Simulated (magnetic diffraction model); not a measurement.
# Magnetic neutron pattern of CoSiS3

Space group Pmma (no. 51), a = 10.7730 Å, b = 3.4730 Å, c = 6.0080 Å.

```csv
site,atom,x,y,z
2c,Co,0,0,1/2
2e,S,3/4,0,0.0485
4j,S,0.0944,1/2,0.3085
2f,Si,1/4,1/2,0.1313
```

The compound is invented for this exercise: a known structure type with other elements, its cell scaled to their sizes and not relaxed.

Only Co is taken to order (form factors of Co2+); orders and moment sizes are assumed, and not adapted to the symmetry. Radiation: neutrons of λ = 4.2 Å, 2° to 100°; isotropic B of 0.32 Å² (Co), 0.33 Å² (S) and 0.35 Å² (Si). Simulated constant-wavelength pattern: nuclear and magnetic terms add, the magnetic one as |2.695 fm × Σ f S⊥ exp(2πi Q·r) exp(−B s²)|², summed over all Q at one angle with the factor 1/(sin²θ cos θ). For a modulated order the moment at position r is S exp(−2πi k·r) + c.c., with S = m/2 for a sine wave of amplitude m and S = m(u + iv)/2 for moments turning in a plane, u and v being orthogonal unit vectors in it; the phase factor of the sum at Q = H + k is then exp(2πi H·r). Free-ion form factors, Sears's scattering lengths of 1992, no absorption; a label names one of the reflections at its angle. The strongest nuclear line in the range is 100, and lines under 0.2 are left out.

Assume the order k = (0 0.180 0), a sine wave with moments along [001] (amplitudes given), 2.31 μB on Co; signs + at (0, 0, 1/2), + at (1/2, 0, 1/2).

Q: Where does magnetic intensity appear, and how strong is it?

```
2θ (°)        index  nuclear  magnetic
 12.50  (0 0.180 0)      0.0     123.8
 40.92      (0 0 1)      1.3       0.0
 42.95  (0 0.180 1)      0.0       1.8
 45.89      (2 0 0)      6.1       0.0
 47.18      (1 0 1)     55.2       0.0
 47.75  (2 0.180 0)      0.0      16.6
 59.45  (0 0.820 0)      0.0       5.4
 63.15      (2 0 1)    100.0       0.0
 64.66  (2 0.180 1)      0.0      10.4
 74.41      (0 1 0)     10.5       0.0
 74.69  (0 0.820 1)      0.0       4.6
 78.21  (2 0.820 0)      0.0       6.4
 85.89      (3 0 1)      8.0       0.0
 88.60      (0 1 1)      0.2       0.0
 91.04  (0 1.180 0)      0.0       2.5
 92.02      (2 1 0)      2.3       0.0
 92.29  (2 0.820 1)      0.0       7.4
 92.96      (1 1 1)     78.1       0.0
```

The strongest magnetic line in the range is (0 0.180 0) at 12.50° (123.8). On top of the Lorentz factor, which all lines share, magnetic lines fade with angle because f falls: for Co2+ it is 0.91, 0.71, 0.49 and 0.18 at sin θ/λ = 0.1, 0.2, 0.3 and 0.5 Å⁻¹, while nuclear lengths stay constant. The order has no net moment.

[Logs are printed without paths, hosts, clocks, repeated set-up lines and the standing remarks that a program may print on its own settings, such as how far it seeks lower states.]
